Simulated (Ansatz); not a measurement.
# HfCd: which shell does photoemission see at 21.2 and 60 eV? (r²SCAN)

The valence band of HfCd mixes several shells. Work out by hand which one leads the spectrum's area at each photon energy.

Filled states come from the projected DOS of Ansatz 0.2.0 (r²SCAN, plane waves); cross sections σ and asymmetry parameters β are those of free atoms in a Dirac–Hartree–Slater calculation. A shell's area is states × σ × angular factor, which is 1 + β·P₂(cos θ) for linear light, with θ = 10° from the polarisation and P₂ = 0.955.

**At 21.2 eV** (states counted from 11.0 eV below the zero; other shells add 0.73 to the products' sum of 59.3):

```
shell  filled states a cell  cross section (Mb an electron)      β  angular factor  product  share by hand (%)  share in the simulated spectrum (%)
Hf 5d                  6.41                            4.43   0.48            1.46     41.3                 70                                   70
Hf 4f                  0.01                               0   0.00            1.00        0                  0                                    0
Cd 4d                 19.90                           0.964  -0.11            0.90     17.2                 29                                   29
```

**At 60 eV** (states counted from 13.6 eV below the zero; other shells add 0.28 to the products' sum of 94.4):

```
shell  filled states a cell  cross section (Mb an electron)     β  angular factor  product  share by hand (%)  share in the simulated spectrum (%)
Hf 5d                  6.42                           0.334  1.30            2.24     4.81                  5                                    5
Hf 4f                 27.99                           0.166  1.09            2.04     9.49                 10                                   10
Cd 4d                 19.90                            2.14  0.92            1.87     79.8                 85                                   85
```

Hf 5d leads at 21.2 eV and Cd 4d at 60 eV. Between the two energies σ of Hf 5d changes by a factor 0.075 and that of Cd 4d by 2.2, so their ratio moves 29-fold in favour of the second. The simulated spectrum uses the same rule on the energy-resolved DOS, so the two share columns agree within a few points.

Only crystals where the two columns agree within 4 points and the lead is clear are worked in this form. Free-atom cross sections ignore the solid's final states, no escape depth or background enters, and the count of states a shell hangs on the projection.

[Logs are printed without paths, hosts, clocks, repeated set-up lines and the standing remarks that a program may print on its own settings, such as how far it seeks lower states.]
